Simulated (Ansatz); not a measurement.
## A hypothetical structure for MnCd2AgS4

Starting from a made-up structure for MnCd2AgS4, the aim is the relaxed cell, its shortest contacts and, where a second run follows, its electronic structure.

Program: Ansatz 0.2.0. Level of theory: DFT, PBE, plane-wave PAW, files of the set soft_1, scalar-relativistic, ferromagnetic start, cell and ions relaxed at zero pressure; PAW set soft_1, in the first sound run; inputs show where later runs differ. Results are calculated unless marked as measured.

## 1. Starting point

Symmetry: I-42m, No. 121, tetragonal system. Conventional cell: a = 6.130 Å, b = 6.130 Å, c = 12.334 Å, α = 90.00°, β = 90.00°, γ = 90.00°. Nearest to Cd lie 4 S at 2.71 Å. Nearest to Ag lie 4 S at 2.63 Å. Nearest to Mn lie 4 S at 2.60 Å. S has 1 Mn at 2.60 Å and 1 Ag at 2.63 Å and 2 Cd at 2.71 Å nearest. Farther neighbours and most contacts between anions are not listed.

As a file:

```cif
data_structure
_symmetry_space_group_name_H-M 'I-42m'
_symmetry_Int_Tables_number 121
_cell_length_a 6.1300
_cell_length_b 6.1300
_cell_length_c 12.3340
_cell_angle_alpha 90.000
_cell_angle_beta 90.000
_cell_angle_gamma 90.000
_cell_volume 463.47
loop_
_atom_site_label
_atom_site_type_symbol
_atom_site_symmetry_multiplicity
_atom_site_Wyckoff_symbol
_atom_site_fract_x
_atom_site_fract_y
_atom_site_fract_z
_atom_site_occupancy
Cd1 Cd 4 d 0.50000 0.00000 0.25000 1
Ag1 Ag 2 a 0.00000 0.00000 0.00000 1
Mn1 Mn 2 b 0.50000 0.50000 0.00000 1
S1 S 8 i 0.74800 0.25200 0.11850 1
```

## 2. Relaxation of the guess

The guessed cell has no reason to be at equilibrium. It is relaxed with the atoms, within the space group of the guess.

File input.yaml:

```yaml
crystal:
  lattice:
    - [-3.065, 3.065, 6.167]
    - [3.065, -3.065, 6.167]
    - [3.065, 3.065, -6.167]
  atoms:
    - { symbol: Cd, position: [0.25, 0.75, 0.5] }
    - { symbol: Cd, position: [0.75, 0.25, 0.5] }
    - { symbol: Ag, position: [0.0, 0.0, 0.0] }
    - { symbol: Mn, position: [0.5, 0.5, 0.0], spin: 4.0 }
    - { symbol: S, position: [0.3705, 0.8665, 0.0] }
    - { symbol: S, position: [0.6295, 0.6295, 0.496] }
    - { symbol: S, position: [0.8665, 0.3705, 0.0] }
    - { symbol: S, position: [0.1335, 0.1335, 0.504] }
magnetization:
  spin_polarized: true
kpoints:
  mp_grid: { grid: [6, 6, 6] }
scf:
  occupations: { method: fermi_dirac, width: 0.05 }
hamiltonian:
  xc: pbe
  pseudopotentials: { kind: paw, azcp: { folder: soft_1 } }
relax:
  f_tol: 0.015
  max_steps: 70
  cell: {}
output:
  forces: true
  stress: true
```

Command:

```bash
> ansatz run input.yaml --threads 4 --pin off --max-ram 10240MiB --backend cpu --events-out ev --progress --plain --runs-dir out
```

Numbers of over 12 decimals in the logs are rounded to 6 here.

Output:

```text
Engine: ansatz 0.2.0, x86_64-unknown-linux-gnu
Pseudopotentials: kind: paw
Pseudopotential: Cd, paw, valence charge 20, recommended cutoff 420 eV (normal), soft_1/Cd.paw.azcp
Pseudopotential: Ag, paw, valence charge 19, recommended cutoff 420 eV (normal), soft_1/Ag.paw.azcp
Pseudopotential: Mn, paw, valence charge 15, recommended cutoff 420 eV (normal), soft_1/Mn.paw.azcp
Pseudopotential: S, paw, valence charge 6, recommended cutoff 420 eV (normal), soft_1/S.paw.azcp
Functional definition: PBE
  parameter kappa = 0.804
  parameter beta = 0.066725
  exchange = pbe_x(kappa = kappa, mu = beta*pi^2/3)
  correlation = pbe_c(beta = beta)
Crystal: 8 atoms, lattice volume = 231.737 Å³
Basis set: ecut = 420 eV, 4517 PW (Γ), exchange–correlation on 108×108×108 points (8 copies of the dense FFT grid, shifted against one another)
Bands: 62, of which v1, the nominal top of the filled ones, is band 49 counted from 1 (48 counted from 0)
Symmetry: 8 space group operations
Space group: I-42m (ITA 121), of the structure as read, at distance tolerance 6.1e-5 Å
Magnetic group: BNS 121.327 (UNI 987), of the structure as read, at distance tolerance 6.1e-5 Å
k-points: 30 of 216 (time reversal used)
Non-local potential: Cd, projectors of the file, l = 0: 3, l = 1: 2, l = 2: 2, l = 3: 1
Non-local potential: Ag, projectors of the file, l = 0: 3, l = 1: 2, l = 2: 2, l = 3: 1
Non-local potential: Mn, projectors of the file, l = 0: 3, l = 1: 2, l = 2: 3, l = 3: 1
Non-local potential: S, projectors of the file, l = 0: 2, l = 1: 2, l = 2: 1
PAW form: soft (Blöchl's): semilocal exchange-correlation on the pseudo side does not see the compensation charge
PAW one-centre angular grid: Cd, 590 points (default); XC on 64 Gauss nodes
PAW one-centre angular grid: Ag, 590 points (default); XC on 64 Gauss nodes
PAW one-centre angular grid: Mn, 590 points (default); XC on 64 Gauss nodes
PAW one-centre angular grid: S, 110 points (default); XC on 64 Gauss nodes
Initial density: superposition of atomic densities (chi_scale 0.1, normalization cell, long waves kept (reshape's long-wave potential 0.08 eV rms))
Starting moments: Σ|m| = 4 μB on 1 of 8 sites
Initial wavefunctions: pseudopotential atomic-orbital guess
Functional: x = pbe(κ = 0.804, μ = 0.219515), c = pbe(β = 0.066725)
SCF iter   1: F=—  HF=-31611.327066 eV  |F-HF|=—  |Δ(HF+E_count)|=         —  Δρ=5.66e-2 (↑5.66e-2 ↓3.87e-2)  dr2=3.35e1  dr2_m=2.46e-1  M=4.096 μB ∫|m|=4.530 μB  β_m=0.30  ethr=3.10e-3  ⟨swp⟩=6.7  Hψ=14541  notcnv=0  defer=52
Mixer restart at iter 1: flushing history
preconditioner: auto → Kerker (q_TF=auto, 2.364 Å⁻¹)  [metal: Δε(μ)=0.014 eV  Ē_g=9.126 eV  σ=0.050 eV  W_gap=0.07  n_scr=60 (ndim 8)  ℏωp=19.8 eV  f_vac=0.110  D(μ)=10.72/eV (n_scr^D=100)]
spin=Collinear: Kerker preconditioning applied to the charge; magnetization (m = ρ↑ − ρ↓) channel mixes plain (no charge-response kernel on spin).
SCF iter   2: F=—  HF=-31609.598379 eV  |F-HF|=—  |Δ(HF+E_count)|=    1.73e0  Δρ=1.81e-2 (↑1.81e-2 ↓1.21e-2)  dr2=2.78e0  dr2_m=1.68e-1  M=4.026 μB ∫|m|=4.744 μB  β_m=0.33  ethr=3.10e-3  ⟨swp⟩=3.0  Hψ=7999  notcnv=0  defer=235
SCF iter   3: F=—  HF=-31609.318262 eV  |F-HF|=—  |Δ(HF+E_count)|=   2.80e-1  Δρ=1.08e-2 (↑1.08e-2 ↓8.39e-3)  dr2=1.24e0  dr2_m=7.16e-2  M=4.013 μB ∫|m|=4.824 μB  β_m=0.53  ethr=2.84e-3  ⟨swp⟩=1.5  Hψ=4350  notcnv=0  defer=232
SCF iter   4: F=—  HF=-31609.089906 eV  |F-HF|=—  |Δ(HF+E_count)|=   2.28e-1  Δρ=3.80e-3 (↑2.57e-3 ↓3.80e-3)  dr2=1.00e-1  dr2_m=5.14e-3  M=4.003 μB ∫|m|=5.031 μB  β_m=0.76  ethr=1.26e-3  ⟨swp⟩=3.0  Hψ=5439  notcnv=0  defer=346
SCF iter   5: F=—  HF=-31609.151898 eV  |F-HF|=—  |Δ(HF+E_count)|=         —  Δρ=2.52e-3 (↑1.40e-3 ↓2.52e-3)  dr2=4.52e-2  dr2_m=1.44e-3  M=4.002 μB ∫|m|=5.143 μB  β_m=0.76  ethr=1.02e-4  ⟨swp⟩=2.0  Hψ=5053  notcnv=0  defer=346
Mixer restart at iter 5: flushing history
SCF iter   6: F=—  HF=-31609.157232 eV  |F-HF|=—  |Δ(HF+E_count)|=   5.33e-3  Δρ=2.03e-3 (↑2.03e-3 ↓7.57e-4)  dr2=1.00e-2  dr2_m=2.46e-3  M=4.003 μB ∫|m|=5.171 μB  β_m=0.75  ethr=4.61e-5  ⟨swp⟩=2.0  Hψ=6912  notcnv=0  defer=346
SCF iter   7: F=—  HF=-31609.158034 eV  |F-HF|=—  |Δ(HF+E_count)|=   8.02e-4  Δρ=7.41e-4 (↑7.41e-4 ↓5.49e-4)  dr2=5.91e-3  dr2_m=4.50e-5  M=4.002 μB ∫|m|=5.162 μB  β_m=0.71  ethr=1.02e-5  ⟨swp⟩=2.0  Hψ=7150  notcnv=0  defer=348
SCF iter   8: F=—  HF=-31609.159452 eV  |F-HF|=—  |Δ(HF+E_count)|=   1.42e-3  Δρ=3.02e-4 (↑3.02e-4 ↓2.75e-4)  dr2=1.54e-3  dr2_m=1.59e-6  M=4.002 μB ∫|m|=5.167 μB  β_m=0.86  ethr=6.03e-6  ⟨swp⟩=2.0  Hψ=6081  notcnv=0  defer=348
SCF iter   9: F=—  HF=-31609.160635 eV  |F-HF|=—  |Δ(HF+E_count)|=   1.18e-3  Δρ=2.29e-4 (↑2.29e-4 ↓1.96e-4)  dr2=6.23e-4  dr2_m=3.67e-6  M=4.002 μB ∫|m|=5.165 μB  β_m=0.79  ethr=1.57e-6  ⟨swp⟩=2.0  Hψ=5452  notcnv=0  defer=350
SCF iter  10: F=—  HF=-31609.160895 eV  |F-HF|=—  |Δ(HF+E_count)|=   2.60e-4  Δρ=1.39e-4 (↑1.39e-4 ↓1.03e-4)  dr2=1.49e-4  dr2_m=1.44e-6  M=4.002 μB ∫|m|=5.164 μB  β_m=0.90  ethr=6.36e-7  ⟨swp⟩=2.0  Hψ=5461  notcnv=0  defer=350
SCF iter  11: F=—  HF=-31609.161010 eV  |F-HF|=—  |Δ(HF+E_count)|=   1.15e-4  Δρ=6.53e-5 (↑6.53e-5 ↓4.26e-5)  dr2=2.55e-5  dr2_m=4.05e-7  M=4.002 μB ∫|m|=5.165 μB  β_m=0.78  ethr=1.52e-7  ⟨swp⟩=2.0  Hψ=6216  notcnv=0  defer=349
SCF iter  12: F=—  HF=-31609.161011 eV  |F-HF|=—  |Δ(HF+E_count)|=   9.91e-7  Δρ=1.17e-5 (↑1.17e-5 ↓9.78e-6)  dr2=2.07e-6  dr2_m=4.60e-8  M=4.002 μB ∫|m|=5.165 μB  β_m=0.89  ethr=2.61e-8  ⟨swp⟩=2.1  Hψ=6150  notcnv=0  defer=349
SCF iter  13: F=—  HF=-31609.161014 eV  |F-HF|=—  |Δ(HF+E_count)|=   2.28e-6  Δρ=5.18e-6 (↑5.18e-6 ↓4.42e-6)  dr2=6.14e-7  dr2_m=1.94e-9  M=4.002 μB ∫|m|=5.165 μB  β_m=0.95  ethr=2.12e-9  ⟨swp⟩=2.0  Hψ=5519  notcnv=0  defer=349
SCF iter  14: F=—  HF=-31609.161014 eV  |F-HF|=—  |Δ(HF+E_count)|=   3.99e-7  Δρ=3.04e-6 (↑3.04e-6 ↓3.00e-6)  dr2=2.11e-7  dr2_m=1.08e-9  M=4.002 μB ∫|m|=5.165 μB  β_m=0.97  ethr=6.27e-10  ⟨swp⟩=2.0  Hψ=5125  notcnv=0  defer=349
SCF iter  15: F=-31609.161014 eV  HF=-31609.161014 eV  |F-HF|=8.95e-10  |Δ(HF+E_count)|=   8.53e-8  Δρ=1.19e-6 (↑1.19e-6 ↓7.88e-7)  dr2=2.27e-8  dr2_m=3.17e-10  M=4.002 μB ∫|m|=5.165 μB  ethr=1.02e-10  ⟨swp⟩=4.0  Hψ=11223  notcnv=0
SCF 1 converged in 15 iterations: F = -31609.161014 eV  dr2 = 2.27e-8
  greatest PAW one-centre occupation: 1.001 electrons in one spin orbital (limit 2), on the Ag atom at site 2 (counted from 0), in its partial waves of l = 0
[...]
relax step   7: F+E_penalty+E_count = -31610.47242445 eV  Δ(F+E_penalty+E_count) = -4.647e-4 eV  max|allowed force component| = 3.573e-3 eV/Å  Δτ_max = 0.0028 Å  P = +0.011 GPa  Ω = 190.394 Å³  energy of the carried Pulay correction = +8.932e-3 eV  (8 SCF iters, dr2 threshold 1.47e-8 eV, accepted)
Basis set: ecut = 420 eV, 3739 PW (Γ), exchange–correlation on 96×96×96 points (8 copies of the dense FFT grid, shifted against one another)
Initial wavefunctions: pseudopotential atomic-orbital guess (no wavefunctions were taken with the density)
iter 1 solved again at ethr=8.42e-7 eV; its pass at ethr=3.10e-3 eV (dr2=8.25e-4 eV) is discarded
SCF iter   1: F=—  HF=-31610.463206 eV  |F-HF|=—  |Δ(HF+E_count)|=         —  Δρ=1.69e-4 (↑1.63e-4 ↓1.69e-4)  dr2=7.79e-5  dr2_m=4.80e-7  M=4.000 μB ∫|m|=4.367 μB  β_m=0.65  ethr=8.42e-7  ⟨swp⟩=4.0  Hψ=25657  notcnv=0
preconditioner: auto → Kerker (q_TF=auto, 2.256 Å⁻¹)  [metal: Δε(μ)=0.000 eV  Ē_g=9.966 eV  σ=0.050 eV  W_gap=0.00  n_scr=36 (ndim 8)  ℏωp=21.9 eV  f_vac=0.101  D(μ)=3.63/eV (n_scr^D=14)]
spin=Collinear: Kerker preconditioning applied to the charge; magnetization (m = ρ↑ − ρ↓) channel mixes plain (no charge-response kernel on spin).
SCF iter   2: F=—  HF=-31610.463203 eV  |F-HF|=—  |Δ(HF+E_count)|=   3.45e-6  Δρ=7.04e-5 (↑6.68e-5 ↓7.04e-5)  dr2=1.75e-5  dr2_m=4.30e-7  M=4.000 μB ∫|m|=4.367 μB  β_m=0.55  ethr=7.95e-8  ⟨swp⟩=2.0  Hψ=6424  notcnv=0
SCF iter   3: F=—  HF=-31610.463211 eV  |F-HF|=—  |Δ(HF+E_count)|=   8.04e-6  Δρ=2.91e-5 (↑2.76e-5 ↓2.91e-5)  dr2=1.67e-6  dr2_m=1.21e-8  M=4.000 μB ∫|m|=4.367 μB  β_m=0.64  ethr=1.78e-8  ⟨swp⟩=2.2  Hψ=5979  notcnv=0
SCF iter   4: F=—  HF=-31610.463218 eV  |F-HF|=—  |Δ(HF+E_count)|=   7.43e-6  Δρ=1.65e-5 (↑1.12e-5 ↓1.65e-5)  dr2=1.60e-6  dr2_m=1.88e-8  M=4.000 μB ∫|m|=4.367 μB  β_m=0.82  ethr=1.70e-9  ⟨swp⟩=2.0  Hψ=5884  notcnv=0
SCF iter   5: F=—  HF=-31610.463223 eV  |F-HF|=—  |Δ(HF+E_count)|=   4.67e-6  Δρ=1.62e-5 (↑6.19e-6 ↓1.62e-5)  dr2=1.54e-6  dr2_m=1.09e-7  M=4.000 μB ∫|m|=4.366 μB  β_m=0.91  ethr=1.63e-9  ⟨swp⟩=2.1  Hψ=6163  notcnv=0
SCF iter   6: F=—  HF=-31610.463224 eV  |F-HF|=—  |Δ(HF+E_count)|=   1.59e-6  Δρ=1.01e-5 (↑6.71e-6 ↓1.01e-5)  dr2=1.04e-6  dr2_m=6.34e-9  M=4.000 μB ∫|m|=4.366 μB  β_m=0.95  ethr=1.57e-9  ⟨swp⟩=2.2  Hψ=5162  notcnv=0
SCF iter   7: F=—  HF=-31610.463225 eV  |F-HF|=—  |Δ(HF+E_count)|=   3.22e-7  Δρ=5.57e-6 (↑5.57e-6 ↓2.46e-6)  dr2=7.15e-8  dr2_m=8.33e-9  M=4.000 μB ∫|m|=4.366 μB  β_m=0.81  ethr=1.06e-9  ⟨swp⟩=2.4  Hψ=6555  notcnv=0
SCF iter   8: F=—  HF=-31610.463225 eV  |F-HF|=—  |Δ(HF+E_count)|=   3.24e-8  Δρ=1.99e-6 (↑1.99e-6 ↓9.94e-7)  dr2=1.92e-8  dr2_m=6.43e-10  M=4.000 μB ∫|m|=4.366 μB  β_m=0.79  ethr=7.29e-11  ⟨swp⟩=2.0  Hψ=6508  notcnv=0
SCF iter   9: F=—  HF=-31610.463225 eV  |F-HF|=—  |Δ(HF+E_count)|=   6.54e-9  Δρ=8.44e-7 (↑8.44e-7 ↓4.89e-7)  dr2=5.00e-9  dr2_m=8.36e-11  M=4.000 μB ∫|m|=4.366 μB  β_m=0.89  ethr=1.96e-11  ⟨swp⟩=2.0  Hψ=4703  notcnv=0
SCF iter  10: F=—  HF=-31610.463225 eV  |F-HF|=—  |Δ(HF+E_count)|=   1.87e-9  Δρ=9.35e-8 (↑9.35e-8 ↓6.67e-8)  dr2=8.72e-11  dr2_m=1.08e-12  M=4.000 μB ∫|m|=4.366 μB  β_m=0.95  ethr=5.11e-12  ⟨swp⟩=2.1  Hψ=5915  notcnv=0
SCF iter  11: F=—  HF=-31610.463225 eV  |F-HF|=—  |Δ(HF+E_count)|=  4.37e-11  Δρ=3.77e-8 (↑2.75e-8 ↓3.77e-8)  dr2=1.39e-11  dr2_m=1.26e-13  M=4.000 μB ∫|m|=4.366 μB  β_m=0.97  ethr=1.00e-12  ⟨swp⟩=1.0  Hψ=3724  notcnv=0
SCF iter  12: F=-31610.463225 eV  HF=-31610.463225 eV  |F-HF|=0.00e0  |Δ(HF+E_count)|=  7.28e-12  Δρ=3.71e-8 (↑3.68e-8 ↓3.71e-8)  dr2=1.49e-11  dr2_m=1.95e-14  M=4.000 μB ∫|m|=4.366 μB  ethr=1.00e-12  ⟨swp⟩=3.9  Hψ=11751  notcnv=0
SCF 8 converged in 12 iterations: F = -31610.463225 eV  dr2 = 1.49e-11
relax step   8: F+E_penalty+E_count = -31610.46322462 eV  Δ(F+E_penalty+E_count) = +9.200e-3 eV  max|allowed force component| = 4.291e-3 eV/Å  Δτ_max = 0.0000 Å  P = +0.005 GPa  Ω = 190.394 Å³  stress off target by 9.75e-3 GPa  SCF on the basis re-selected at this cell (its energy is not comparable with the rows above)  (12 SCF iters)
basis re-selected at this cell: Δ(F+E_penalty+E_count) = +9.200e-3 eV, ΔP = -0.006 GPa vs the last step (what re-selecting the basis moved, of the pressure what is left beyond the Pulay correction that the steps carried, after the strain that the cell walked since its last selection, with what the two solves' SCF thresholds leave and, on support functions, any second-order correction that the steps lacked; it is no measure of the basis error at this ecutwfc). The dense FFT grid was sized anew with the basis: this SCF ran on 48×48×48 points, the steps before it on 54×54×54, so part of this shift can come from that change (see relax.cell in the input reference). [rest of the remark cut]
SCF converged after 12 iterations
Magnetization: 4.0000 μB (51.0000 up, 47.0000 down)
Absolute magnetization: 4.3697 μB (∫|ρ↑−ρ↓|, with the PAW one-centre terms)
Spin contamination: 0.2670 ħ² per cell (⟨S²⟩ above its minimum at these occupations)
Per-site moments (μB) at R_I (Å): [(0.017145, 1.054093), (0.017145, 1.054093), (-0.039378, 1.054860), (3.502000, 0.954075), (-0.018467, 0.954075), (-0.018467, 0.954075), (-0.018467, 0.954075), (-0.018467, 0.954075)]
Free energy (F): -31610.463225 eV
Harris-Foulkes:  -31610.463225 eV  (|F-HF|=0.00e0)
Internal energy: -31610.434186 eV  (E = F + TS)
E sigma→0 (E₀):  -31610.448705 eV
Entropy (-TS):   -0.029038 eV (-3.630 meV/atom)
Fermi energy:    7.152410 eV
--- Per-component energies (eV) ---
  E_band       = -1778.839705
  E_kinetic    = 2082.013037
  E_local      = -14472.905801  (includes V_loc(G=0)·N_el)
  E_nonlocal   = 871.400760
  E_hartree    = 6401.495314
  E_xc         = -933.117217
  E_vxc        = -1058.483737  (∫ρ·V_xc dr)
  E_paw        = -15916.768647  (= ΣΔE_a)
  E_vpaw       = -2003.856020  (= ΣTr[D̂ρ^β])
  E_aug_tail   = 0.001183  (compensation charges beyond the density's cutoff)
  E_ewald      = -9642.552815
  E_smearing   = -0.029038  (= −TS)
  E_closure    = -0.000000  (closes the sum)
  Σ components = -31610.463225   (vs F -31610.463225, Δ=0.00e0)
--- Forces (eV/Å), atoms counted from 1 ---
  atom   1  Cd    -0.00000000     0.00000000     0.00000000
  atom   2  Cd    -0.00000000     0.00000000     0.00000000
  atom   3  Ag     0.00000000     0.00000000    -0.00000000
  atom   4  Mn     0.00000000    -0.00000000    -0.00000000
  atom   5  S      0.00429119    -0.00429119     0.00059059
  atom   6  S      0.00429119     0.00429119    -0.00059059
  atom   7  S     -0.00429119     0.00429119     0.00059059
  atom   8  S     -0.00429119    -0.00429119    -0.00059059
  max |Σ_I F_I| component: 2.86e-17 eV/Å
--- Stress (GPa, compression-positive) ---
        0.009749       0.000000       0.000000
        0.000000       0.009749      -0.000000
        0.000000      -0.000000      -0.005110
  P = ⅓ Tr σ = 0.0048 GPa (0.048 kbar)
--- Relaxed structure (7 steps of the walk, 7 accepted, 1 SCFs on fresh bases) ---
  F+E_penalty+E_count = -31610.46322462 eV   max|allowed force component| = 4.291e-3 eV/Å   (the final SCF, on the basis selected at the relaxed cell)
  cell:  # Å, volume = 190.3943 Å³
    - [-2.881344, 2.881344, 5.733286]
    - [2.881344, -2.881344, 5.733286]
    - [2.881344, 2.881344, -5.733286]
  atoms:
    - { symbol: Cd, position: [0.250000, 0.750000, 0.500000] }
    - { symbol: Cd, position: [0.750000, 0.250000, 0.500000] }
    - { symbol: Ag, position: [7.101569386097266e-19, 2.8125151148454563e-19, 4.156403108223365e-19] }
    - { symbol: Mn, position: [0.5, 0.5, 4.156403108223323e-19] }
    - { symbol: S, position: [0.384010, 0.848179, 0.0] }
    - { symbol: S, position: [0.615990, 0.615990, 0.464169] }
    - { symbol: S, position: [0.848179, 0.384010, 0.0] }
    - { symbol: S, position: [0.151821, 0.151821, 0.535831] }
```

Wall time 1.8 min (4 threads of INTEL XEON PLATINUM 8581C at 2.10GHz (Emerald Rapids), shared host); peak memory 1.1 GiB; 6.7 min of CPU time.

Relaxation path:

```
step  energy less that of the first step (eV)  largest force component (eV/Å)  pressure (GPa)  volume (Å³)
   1                                   0.0000                          0.4290           -6.95       231.74
   2                                  -1.1595                          0.3546           -2.27       199.44
   3                                  -1.2104                          0.3997            2.23       184.15
   4                                  -1.3089                          0.0271            0.03       190.21
   5                                  -1.3102                          0.0176           -0.01       190.46
   6                                  -1.3109                          0.0082            0.00       190.46
   7                                  -1.3114                          0.0036            0.01       190.39
  8*                                  -1.3022                          0.0043            0.00       190.39
```

Relaxation steps marked * repeat the geometry before them on a plane-wave basis chosen anew for their cell, so energy and pressure can jump there.

Forces are held to the 8 operations that the run works with; a distortion that breaks them can't arise in this run.

```
conventional cell, symmetrised  before   after   change
                         a (Å)   6.130   5.763   -6.0 %
                         b (Å)   6.130   5.763   -6.0 %
                         c (Å)  12.334  11.467   -7.0 %
              volume (Å³/atom)   28.97   23.80  -17.8 %
```

The atoms that moved most (Å, as changes of fractional coordinates times the final cell):

```
atom      dx      dy      dz  length
  S8   0.092   0.092   0.028   0.133
  S6  -0.092  -0.092   0.028   0.133
  S7   0.092  -0.092  -0.028   0.133
  S5  -0.092   0.092  -0.028   0.133
```

Final coordinates:

```cif
data_structure
_symmetry_space_group_name_H-M 'P 1'
_symmetry_Int_Tables_number 1
_cell_length_a 7.0338
_cell_length_b 7.0338
_cell_length_c 7.0338
_cell_angle_alpha 131.635
_cell_angle_beta 131.635
_cell_angle_gamma 70.805
_cell_volume 190.39
loop_
_atom_site_label
_atom_site_type_symbol
_atom_site_fract_x
_atom_site_fract_y
_atom_site_fract_z
_atom_site_occupancy
Cd1 Cd 0.25000 0.75000 0.50000 1
Cd2 Cd 0.75000 0.25000 0.50000 1
Ag3 Ag 0.00000 0.00000 0.00000 1
Mn4 Mn 0.50000 0.50000 0.00000 1
S5 S 0.38401 0.84818 0.00000 1
S6 S 0.61599 0.61599 0.46417 1
S7 S 0.84818 0.38401 0.00000 1
S8 S 0.15182 0.15182 0.53583 1
```

This step gave:

| Property | Result |
| --- | --- |
| free energy | -31610.4632 eV |
| energy at zero smearing | -31610.4487 eV |
| smearing term TS | 0.02904 eV |
| Fermi energy | 7.152 eV |
| magnetization | 4.000 μB |
| absolute magnetization | 4.370 μB |
| site moments | 0.01714, 0.01714, -0.03938, 3.502, -0.01847, -0.01847, -0.01847, -0.01847 μB |
| electrons | 98 |
| symmetry operations | 8 |
| pressure | 0.004796 GPa |

Site moment by atom:

```
atom  site moment (μB)
 Cd1              0.02
 Cd2              0.02
 Ag3             -0.04
 Mn4              3.50
  S5             -0.02
  S6             -0.02
  S7             -0.02
  S8             -0.02
```

The shortest distance of each pair, which need not be the same contact before and after:

```
 pair  guess (Å)  relaxed (Å)
 Mn–S      2.600        2.313
 Cd–S      2.707        2.555
 Ag–S      2.628        2.557
  S–S      4.218        3.774
Ag–Cd      4.348        4.064
```

The relaxation ends with a largest force component of 0.0043 eV/Å and a pressure of 0.00 GPa.

(Part 1 of 2 ends here.)

[Logs are printed without paths, hosts, clocks, repeated set-up lines and the standing remarks that a program may print on its own settings, such as how far it seeks lower states.]

[Hosts, paths, dates, database ids (printed as entryN), source tags and the programs' standing remarks are cut or masked in the printed files.]
